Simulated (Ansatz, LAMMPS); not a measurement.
# In2O3 with crystalline order left by the classical run (100 atoms): geometry optimisation, part 3 of 3

Wanted: the relaxed structure of In2O3 with crystalline order left by the classical run (100 atoms) and its electronic structure.

Ansatz 0.2.0; Kohn-Sham DFT, PBE, PAW (set soft_2), plane waves.

The cell: 40 In and 60 O. The quench rate of 20 K/ps is many orders above laboratory rates. The network of bonds at the start is that of the classical potential that made the cell. The Brillouin zone is sampled at Γ only, in a cell whose shortest periodic width is 11 Å.

So far. Step 4 (Cell and atoms relaxed): The relaxation changed the energy by -34.6 meV/atom, and atoms moved by 0.095 Å r.m.s., 0.24 Å at most.

### 6. Single point at the relaxed geometry

One more single point at the end of the walk gives the fuller output and checks the residual forces.

input.yaml

```yaml
crystal:
  lattice:
    - [11.11215, -1.0e-05, -0.025]
    - [-1.0e-05, 10.5883, -3.0e-05]
    - [-0.025, -3.0e-05, 11.63931]
  atoms:
    - { symbol: In, position: [0.70018, 0.73724, 0.63156] }
    - { symbol: In, position: [0.88812, 0.71091, 0.34786] }
    - { symbol: In, position: [0.14025, 0.69691, 0.19075] }
    - { symbol: In, position: [0.98513, 0.44875, 0.07457] }
    - { symbol: In, position: [0.04826, 0.21624, 0.58509] }
    - { symbol: In, position: [0.7881, 0.22884, 0.98286] }
    - { symbol: In, position: [0.89939, 0.44776, 0.79567] }
    - { symbol: In, position: [0.20018, 0.21089, 0.13157] }
    - { symbol: In, position: [0.23161, 0.47851, 0.73656] }
    - { symbol: In, position: [0.57044, 0.48678, 0.85763] }
    - { symbol: In, position: [0.48751, 0.24204, 0.13805] }
    - { symbol: In, position: [0.11445, 0.96386, 0.41669] }
    - { symbol: In, position: [0.32253, 0.4785, 0.02662] }
    - { symbol: In, position: [0.03465, 0.95953, 0.14045] }
    - { symbol: In, position: [0.57476, 0.2453, 0.41027] }
    - { symbol: In, position: [0.82254, 0.46962, 0.52663] }
    - { symbol: In, position: [0.31251, 0.21027, 0.45949] }
    - { symbol: In, position: [0.20571, 0.95394, 0.6921] }
    - { symbol: In, position: [0.70571, 0.99418, 0.19209] }
    - { symbol: In, position: [0.07045, 0.46134, 0.35764] }
    - { symbol: In, position: [0.28811, 0.71931, 0.48286] }
    - { symbol: In, position: [0.39941, 0.50037, 0.29566] }
    - { symbol: In, position: [0.81249, 0.73786, 0.95949] }
    - { symbol: In, position: [0.73164, 0.46964, 0.23658] }
    - { symbol: In, position: [0.78422, 0.99821, 0.47144] }
    - { symbol: In, position: [0.61444, 0.98429, 0.91668] }
    - { symbol: In, position: [0.40595, 0.73814, 0.7886] }
    - { symbol: In, position: [0.2842, 0.94993, 0.97145] }
    - { symbol: In, position: [0.38808, 0.23723, 0.84782] }
    - { symbol: In, position: [0.48512, 0.49938, 0.57456] }
    - { symbol: In, position: [0.53463, 0.98859, 0.64043] }
    - { symbol: In, position: [0.85466, 0.97769, 0.74286] }
    - { symbol: In, position: [0.90592, 0.21, 0.28857] }
    - { symbol: In, position: [0.35467, 0.97044, 0.24286] }
    - { symbol: In, position: [0.98751, 0.70609, 0.63806] }
    - { symbol: In, position: [0.60392, 0.75836, 0.36156] }
    - { symbol: In, position: [0.1039, 0.18976, 0.86158] }
    - { symbol: In, position: [0.07474, 0.70284, 0.91028] }
    - { symbol: In, position: [0.54824, 0.73189, 0.08508] }
    - { symbol: In, position: [0.64024, 0.2512, 0.69075] }
    - { symbol: O, position: [0.06991, 0.57536, 0.7611] }
    - { symbol: O, position: [0.46375, 0.6378, 0.42433] }
    - { symbol: O, position: [0.48733, 0.15825, 0.55576] }
    - { symbol: O, position: [0.81537, 0.35624, 0.11739] }
    - { symbol: O, position: [0.97482, 0.57898, 0.22984] }
    - { symbol: O, position: [0.16031, 0.06829, 0.25908] }
    - { symbol: O, position: [0.47482, 0.36915, 0.72982] }
    - { symbol: O, position: [0.55543, 0.62623, 0.70457] }
    - { symbol: O, position: [0.41043, 0.3801, 0.44539] }
    - { symbol: O, position: [0.48311, 0.35487, 0.97814] }
    - { symbol: O, position: [0.95842, 0.09576, 0.44118] }
    - { symbol: O, position: [0.86348, 0.85562, 0.58714] }
    - { symbol: O, position: [0.82534, 0.59036, 0.67955] }
    - { symbol: O, position: [0.69965, 0.86531, 0.04541] }
    - { symbol: O, position: [0.73583, 0.63902, 0.45386] }
    - { symbol: O, position: [0.21663, 0.81559, 0.84144] }
    - { symbol: O, position: [0.13139, 0.81811, 0.56923] }
    - { symbol: O, position: [0.41155, 0.608, 0.13988] }
    - { symbol: O, position: [0.27525, 0.07635, 0.82548] }
    - { symbol: O, position: [0.61724, 0.87533, 0.51212] }
    - { symbol: O, position: [0.56993, 0.37278, 0.26108] }
    - { symbol: O, position: [0.91039, 0.56802, 0.94541] }
    - { symbol: O, position: [0.03025, 0.06929, 0.72471] }
    - { symbol: O, position: [0.14343, 0.31686, 0.45451] }
    - { symbol: O, position: [0.96373, 0.31034, 0.92433] }
    - { symbol: O, position: [0.22138, 0.59262, 0.33342] }
    - { symbol: O, position: [0.38127, 0.86993, 0.65597] }
    - { symbol: O, position: [0.42499, 0.1474, 0.31581] }
    - { symbol: O, position: [0.05545, 0.32191, 0.20459] }
    - { symbol: O, position: [0.31534, 0.59184, 0.61732] }
    - { symbol: O, position: [0.29177, 0.88342, 0.39097] }
    - { symbol: O, position: [0.79175, 0.06472, 0.89095] }
    - { symbol: O, position: [0.64816, 0.37885, 0.54353] }
    - { symbol: O, position: [0.14815, 0.56927, 0.04352] }
    - { symbol: O, position: [0.03457, 0.83216, 0.29912] }
    - { symbol: O, position: [0.92497, 0.80073, 0.81582] }
    - { symbol: O, position: [0.88127, 0.07816, 0.15597] }
    - { symbol: O, position: [0.98314, 0.59326, 0.47816] }
    [... 16 atom lines left out ...]
    - { symbol: O, position: [0.71664, 0.13254, 0.34143] }
    - { symbol: O, position: [0.23581, 0.30908, 0.95389] }
    - { symbol: O, position: [0.53025, 0.87885, 0.22471] }
    - { symbol: O, position: [0.32536, 0.35777, 0.17955] }
    - { symbol: O, position: [0.23627, 0.85433, 0.12674] }
    - { symbol: O, position: [0.77527, 0.87177, 0.32547] }
kpoints:
  mp_grid: { grid: [1, 1, 1] }
hamiltonian:
  xc: pbe
scf:
  occupations: { method: fermi_dirac, width: 0.05 }
output:
  forces: true
  stress: true
  populations: true
  dos:
    method: { smearing: { sigma: 0.08 } }
    de: 0.1
    projected: { site_lists: { In: [In], O: [O] } }
  eigenvalues: true
  write_density: true
  write_potential: true
  volumetric_format: npy
```

Started as:

```bash
$ ansatz run input.yaml --threads 4 --pin off --max-ram 8192MiB --backend cpu --events-out ev --progress --plain --runs-dir out
```

Numbers of over 12 decimals in the logs are rounded to 6 here.

The program printed:

```text
[...]
Crystal: 100 atoms, lattice volume = 1369.460 Å³
Basis set: ecut = 420 eV, 26835 PW (Γ), exchange–correlation on 150×144×160 points (8 copies of the dense FFT grid, shifted against one another)
Bands: 540, of which v1, the nominal top of the filled ones, is band 440 counted from 1 (439 counted from 0)
Symmetry: 1 space group operations
[...]
k-points: 1
[...]
SCF iter   1: F=—  HF=-257957.807371 eV  |F-HF|=—  |Δ(HF+E_count)|=         —  Δρ=1.97e-3  dr2=6.96e-2  ethr=1.77e-3  ⟨swp⟩=5.0  Hψ=1814  notcnv=0  defer=90
[...]
SCF iter  10: F=-257957.802300 eV  HF=-257957.802300 eV  |F-HF|=1.50e-8  |Δ(HF+E_count)|=   3.26e-9  Δρ=1.07e-6  dr2=1.67e-8  ethr=1.14e-11  ⟨swp⟩=6.0  Hψ=3204  notcnv=0
SCF 1 converged in 10 iterations: F = -257957.802300 eV  dr2 = 1.67e-8
[...]
SCF converged after 10 iterations
Free energy (F): -257957.802300 eV
[...]
Internal energy: -257957.798827 eV  (E = F + TS)
E sigma→0 (E₀):  -257957.800564 eV
Entropy (-TS):   -0.003474 eV (-0.035 meV/atom)
Fermi energy:    8.418255 eV
[...]
--- Forces (eV/Å), atoms counted from 1 ---
  atom   1  In     0.00198802    -0.00038059     0.00082635
  atom   2  In     0.00318172     0.00583181    -0.00295252
  atom   3  In    -0.00301843     0.00059910    -0.00155666
  atom   4  In    -0.00348805     0.00267882     0.00344375
  atom   5  In     0.00914127     0.00398490     0.00475184
  atom   6  In    -0.00213149     0.00525110     0.00059985
  atom   7  In    -0.00045294     0.00513762    -0.00062621
  atom   8  In     0.00428969     0.00123818     0.00038378
  atom   9  In     0.00305184    -0.00533160     0.00318642
  atom  10  In    -0.00155132     0.00486729    -0.00780347
  atom  11  In    -0.00120360     0.00541670     0.00120784
  atom  12  In    -0.00576955     0.00114519    -0.00003694
  atom  13  In     0.00061390     0.00048064    -0.00073691
  atom  14  In     0.00079166    -0.00820084     0.00565549
[...]
atom  99  O     -0.00015569     0.00430205    -0.00060844
  atom 100  O     -0.00549120     0.00404703    -0.00110226
  max |Σ_I F_I| component: 2.44e-5 eV/Å
--- Stress (GPa, compression-positive) ---
        0.013448      -0.000512      -0.014591
       -0.000512      -0.002526       0.000157
       -0.014591       0.000157       0.026693
  P = ⅓ Tr σ = 0.0125 GPa (0.125 kbar)
--- Band table (eV) ---
[...]
--- Löwdin populations: 100 sites ---
  site symbol       q [e]
     0     In     11.8420
     1     In     11.8338
     2     In     11.8350
[...]
99      O      6.7309
  spilling = 0.002988 (of n_electrons = 880.000000)
```

The job ended after 36 s (4 threads of Arm Neoverse V2, shared host; peak memory 2.1 GiB; 2.3 min of CPU time).

Read from the output:

```
free energy                                      : -257957.8023 eV
free energy per atom                             : -2579.5780 eV/atom
SCF cycles                                       : 10
pressure                                         : 0.01254 GPa
r.m.s. force component                           : 0.00331 eV/Å
longest force                                    : 0.01321 eV/Å
Fermi energy                                     : 8.418 eV
gap (highest filled to lowest empty level) : 0.651 eV
spilling of the projection                       : 0.002988
```

Löwdin charges by element and coordination (they lack the spilled electrons, 0.026 e an atom on average):

```
element  coordination  atoms  mean charge (e)  spread   least    most
     In           all     40             1.17  0.0121    1.15    1.20
     In             4      2             1.17       0    1.17    1.17
     In             5      8             1.18  0.0162    1.17    1.20
     In             6     30             1.16  0.0061    1.15    1.18
      O           all     60           -0.735  0.0107  -0.756  -0.715
      O             3     12           -0.744  0.0083  -0.756  -0.729
      O             4     48           -0.732  0.0099  -0.754  -0.715
```

States in the cell by windows of 1 eV, zero at the Fermi level; the larger projections on atomic orbitals stand beside the total:

```
from (eV)  to (eV)  total   O p  In p  In s   O s   In d
      -18      -17   80.9   0.2  10.4   3.2  59.6    7.4
      -17      -16   37.5   0.1   4.8   0.5  28.3    3.8
      -16      -14    0.0   0.0   0.0   0.0   0.0    0.0
      -14      -13   54.6   1.4   0.2   0.1   0.2   52.8
      -13      -12  310.8   4.5   1.4   0.4   4.2  300.3
      -12      -11   34.6   0.5   0.4   0.2   4.9   28.7
      -11       -6    0.0   0.0   0.0   0.0   0.0    0.0
       -6       -5   36.7  22.6   1.7  11.0   0.7    0.7
       -5       -4   39.0  24.9   3.1   8.3   1.8    0.7
       -4       -3   57.6  42.4   9.8   2.6   1.6    0.9
       -3       -2   70.0  58.5   8.5   0.9   0.7    1.0
       -2       -1   88.9  80.7   4.6   0.5   0.7    1.7
       -1        0   67.8  64.6   0.7   0.1   0.2    1.5
        0        1    2.0   0.1   0.0   1.3   0.5    0.0
        1        2    0.0   0.0   0.0   0.0   0.0    0.0
        2        3    3.8   1.2   0.7   1.1   0.6    0.0
        3        4   11.9   3.7   2.4   3.8   1.7    0.0
        4        5   34.8  10.8   5.5  14.8   2.9    0.1
```

The curve was stored every 0.10 eV, coarse against its broadening of 0.08 eV, so these counts are rough.

Between -18 and -18 eV lie 2 more states.

The levels nearest the highest filled one (over half full), pooled over k-points and spins:

```
level less the highest filled one (eV)  occupation
                                -0.151           2
                                -0.132           2
                                -0.106           2
                                -0.067        2.00
                               -0.0313        2.00
                                     0        2.00
                                 0.651       0.004
                                  3.10           0
                                  3.37           0
                                  3.41           0
                                  3.53           0
                                  3.54           0
```

Valence density in the bc plane at fractional x = 0.475, with atoms of In and O within 0.2 Å of it. It is the smooth field of the valence electrons, not physical close to the nuclei.

Ten steps, logarithmic in the rise over the least value, from '_' (0 e/Å³) to '@' (10 e/Å³), each cell a mean:
```
______________..==##%%%%**--....__________..::--**####++--..
__________....::--++****==::::......________..==**%%%%**--..
__......::::::--::::--::::::::::::....__....::--==**++==::..
....--====--------::::::::::----::......::------::::::....__
..::==++++==----::--====--::::::......::--++++==--....______
..::--====--::::::++##%%**==::......::::--==++==::....______
::::::::::......::++%%%%##==::....::----------::::......::::
++--::......__....==****++--::::::::----::........::::--==++
**==--::----::......::::--==++**++--::::..______..::----++**
++----++####++--..____..--**@@@@%%++::..__________....::--++
::::==**%%%%**--..__....--**@@@@%%++::..______________....::
__..::++****++--....::----==++**++------::..________________
____..::------::::::======--::::::==****++--..______________
______....::::::::--==++==--....::++%%%%##++::..____________
____..::------::::::::----::....::==**##**==::..____________
__..::==**++==::........::::--------------::....____________
....--++****==::......::::--==++==::......____....::::::....
....::--====--::....::::::--====--::..________..::==++==--::
........::::--==--::::::::::::::::::::....____..--++**++==::
..____..::++##%%##++::....__....::--==--::......::--====::..
____....--**%%@@@@**--..______..::==++==------::::::::....__
__......::++##%%##++::....____..::--========++==::..________
____......::--==----====::..____....::::--====--::....______
____________..::--**####++--..________....::::::--==--::..__
```
Columns run along b (10.6 Å), rows up along c (11.6 Å). Atoms in or near the plane, at fractional coordinates: In at (0.24, 0.14), In at (0.50, 0.57), O at (0.64, 0.42), O at (0.16, 0.56), O at (0.37, 0.73), O at (0.35, 0.98), O at (0.85, 0.94).

Electrostatic potential energy in the bc plane at fractional x = 0.475, with atoms of In and O within 0.2 Å of it. With pseudopotentials it is smooth inside the atoms' cores, unlike the true potential.

Values in eV, 13 rows by 16 columns, each cell a mean:
```
 11  12  12  11   7 -20 -11  10  10  12  12  12   8 -25 -11  11
 12  12   9   1   2   9   9   4   5  10  10   7   7   1   7  12
 13   6   4   4   5   3   3   8   8  11   6 -11 -10   7  12  12
  5  11  12  12  11 -19 -23   9  11  12   9   3   3  10  10   4
-16   6  11  13  14  11   5  -8 -11   5  12  13  13  12   5 -17
  2   3 -25  -7  14  13   1 -28 -30  -8  11  13  14  14  10   1
 13  12   0   5  10  11   7  -2  -5   3   1  12  13  14  14  13
 14  14  11   5   5   9   8  11  10  -7 -27   3  11  12  14  14
 13  11  -4   7  10  12  10   1  -2   7   9  11  10  12  13  13
 11  12   6   8   9  11  10   0  -4   7  12  12  13   9   4   9
 12  12   3 -20 -21   1  11  11  11  10  10  10  10   9   6  11
 14  13   1 -25 -26  -1  12  13  14   9   5  -8  -4   9  13  13
 13  14  11   6   4  -7   1  12  12  12   9   0   2   9  12  13
```
Columns run along b (10.6 Å; values clipped at the 3rd and 97th percentile), rows up along c (11.6 Å). Atoms in or near the plane, at fractional coordinates: In at (0.24, 0.14), In at (0.50, 0.57), O at (0.64, 0.42), O at (0.16, 0.56), O at (0.37, 0.73), O at (0.35, 0.98), O at (0.85, 0.94).

Mean Löwdin charges: In +1.17, O -0.73 e. The largest share in the top eV of filled states is O p (95 % of the projected weight), and in the lowest eV of empty states In s (67 % of the projected weight).

Local excerpt of 14 atoms (numbers count through the whole input) about In27, which has 5 bonded neighbours where the commonest count for In is 6; x, y, z are measured from there.

```
atom      x      y      z  distance (Å)  bonds  Löwdin charge (e)
In27   0.00   0.00   0.00          0.00      5               1.17
 O67  -0.27   1.40  -1.54          2.10      3              -0.73
 O85  -0.56  -1.88   0.84          2.13      4              -0.73
 O84   0.58   1.21   1.77          2.22      4              -0.72
 O48   1.66  -1.18  -0.98          2.27      4              -0.71
 O56  -2.11   0.82   0.62          2.34      4              -0.73
 O70  -1.00  -1.55  -1.99          2.71      3              -0.74
 O81   2.83   1.50  -0.35          3.22      4              -0.75
In10   1.83  -2.66   0.80          3.33      6               1.16
In18  -2.22   2.28  -1.12          3.38      6               1.17
In28  -1.36   2.24   2.13          3.38      6               1.15
 In9  -1.94  -2.75  -0.60          3.42      4               1.17
 O82   2.63  -1.13   1.92          3.45      3              -0.75
In31   1.43   2.65  -1.73          3.47      6               1.16
```

The column of bonds counts only the pairs O-In within 2.68 Å; other neighbours, such as metal atoms beside each other in a compound, aren't counted, and periodic images can show an atom twice.

### 7. A changed input

A doubtful change is made on purpose, to see how the program answers.

input.yaml

```yaml
crystal:
  lattice:
    - [11.14182, 0.0, 0.0]
    - [0.0, 11.14182, 0.0]
    - [0.0, 0.0, 11.14182]
  atoms:
    [... the 100 atom lines of step 3 ...]
kpoints:
  mp_grid: { grid: [1, 1, 1] }
hamiltonian:
  xc: pbe
scf:
  occupations: { method: fermi_dirac, width: 0.05 }
  mixing: { algorithm: anderson, beta: 1.0, ndim: 1, preconditioner: none }
  max_iter: 75
output:
  forces: true
```

The program printed:

```text
Engine: ansatz 0.2.0, aarch64-unknown-linux-gnu
Pseudopotentials: kind: paw
Pseudopotential: In, paw, valence charge 13, recommended cutoff 420 eV (normal), In.paw.azcp
Pseudopotential: O, paw, valence charge 6, recommended cutoff 420 eV (normal), O.paw.azcp
[... 5 lines on functional and potentials left out ...]
Crystal: 100 atoms, lattice volume = 1383.147 Å³
Basis set: ecut = 420 eV, 27081 PW (Γ), exchange–correlation on 150×150×150 points (8 copies of the dense FFT grid, shifted against one another)
Bands: 540, of which v1, the nominal top of the filled ones, is band 440 counted from 1 (439 counted from 0)
Symmetry: 1 space group operations
Space group: P1 (ITA 1), of the structure as read, at distance tolerance 1.1e-4 Å
k-points: 1
[... 5 lines on functional and potentials left out ...]
Initial density: superposition of atomic densities (neutral atoms: chi_scale 0, normalization atom), corrected by the library's trained network
Initial wavefunctions: pseudopotential atomic-orbital guess
Functional: x = pbe(κ = 0.804, μ = 0.219515), c = pbe(β = 0.066725)
SCF iter   1: F=—  HF=-257954.346421 eV  |F-HF|=—  |Δ(HF+E_count)|=         —  Δρ=2.04e-3  dr2=6.93e-2  ethr=1.77e-3  ⟨swp⟩=5.0  Hψ=1815  notcnv=0  defer=90
SCF iter   2: F=—  HF=-257954.465694 eV  |F-HF|=—  |Δ(HF+E_count)|=   1.19e-1  Δρ=5.37e-3  dr2=5.99e-1  ethr=7.88e-6  ⟨swp⟩=2.0  Hψ=1068  notcnv=0  defer=93
SCF iter   3: F=—  HF=-257955.974970 eV  |F-HF|=—  |Δ(HF+E_count)|=    1.51e0  Δρ=2.21e-2  dr2=9.20e0  ethr=7.88e-6  ⟨swp⟩=4.0  Hψ=1360  notcnv=0  defer=93
SCF iter   4: F=—  HF=-257983.788337 eV  |F-HF|=—  |Δ(HF+E_count)|=    2.78e1  Δρ=9.27e-2  dr2=1.69e2  ethr=7.88e-6  ⟨swp⟩=4.0  Hψ=1965  notcnv=0  defer=92
SCF iter   5: F=—  HF=-258630.119509 eV  |F-HF|=—  |Δ(HF+E_count)|=    6.46e2  Δρ=3.67e-1  dr2=5.23e3  ethr=7.88e-6  ⟨swp⟩=14.0  Hψ=3705  notcnv=0  defer=84
SCF iter   6: F=—  HF=-290093.825801 eV  |F-HF|=—  |Δ(HF+E_count)|=    3.15e4  Δρ=1.60e0  dr2=2.86e5  ethr=7.88e-6  ⟨swp⟩=46.0  Hψ=31080  notcnv=234  defer=96
SCF iter   7: F=—  HF=-843738.118246 eV  |F-HF|=—  |Δ(HF+E_count)|=    5.54e5  Δρ=3.03e0  dr2=1.18e6  ethr=7.88e-6  ⟨swp⟩=46.0  Hψ=33346  notcnv=361  defer=94
```

It took 98 s on 4 threads; peak memory 2.1 GiB.

Residual by cycle:

cycle, log10 residual and a bar from the least value:
```
        1       -1.2 
        2       -0.2 ####
        3        1.0 #########
        4        2.2 ##############
        5        3.7 ####################
        6        5.5 ###########################
        7        6.1 ##############################
```

The run was cut off at its time limit.

After 7 cycles the residual stands at 1.2e6.

The change made on purpose: scf.mixing.algorithm = "anderson", scf.mixing.beta = 1.0, scf.mixing.ndim = 1 and scf.mixing.preconditioner = "none".

### 8. Results

- energy change in the relaxation: -34.65 meV/atom
- r.m.s. displacement: 0.095 Å
- largest displacement: 0.236 Å
- free energy per atom: -2579.5780 eV/atom
- pressure: 0.01254 GPa
- r.m.s. force component: 0.00331 eV/Å
- gap (highest filled to lowest empty level): 0.651 eV
- wall time of the 4 DFT runs: 5.3 min

In words: Relaxation lowers the energy by 34.6 meV/atom and moves atoms by 0.095 Å r.m.s.; the r.m.s. force component goes from 0.22 to 0.0033 eV/Å, the pressure goes from -1.8 to 0.013 GPa, and the gap from 0.356 to 0.651 eV. Displacements are taken in the final cell, so they leave out its strain. By the final cutoffs no bond was broken or made. The cell shrank by 1.0 % in volume. First to last step the energy falls by 3.465 eV, across changes of basis; the largest move, 0.24 Å, is that of O67. The O-In bonds go from 2.223 Å (spread 0.084) to 2.213 Å (spread 0.090). By these cutoffs 75 % of In atoms have 6 and 80 % of O atoms have 4 bonded neighbours. Between filled and empty levels lie 0.651 eV (at Γ alone); a semilocal functional tends to put such gaps too low. In a disordered cell it changes from sample to sample, and tail or defect levels can set it.

**Limits.** The network of bonds at the start is that of the classical potential that made the cell; DFT moved the atoms only locally, and no bond changed.

[Logs are printed without paths, hosts, clocks, repeated set-up lines and the standing remarks that a program may print on its own settings, such as how far it seeks lower states.]

[Hosts, paths, dates, database ids (printed as entryN), source tags and the programs' standing remarks are cut or masked in the printed files.]
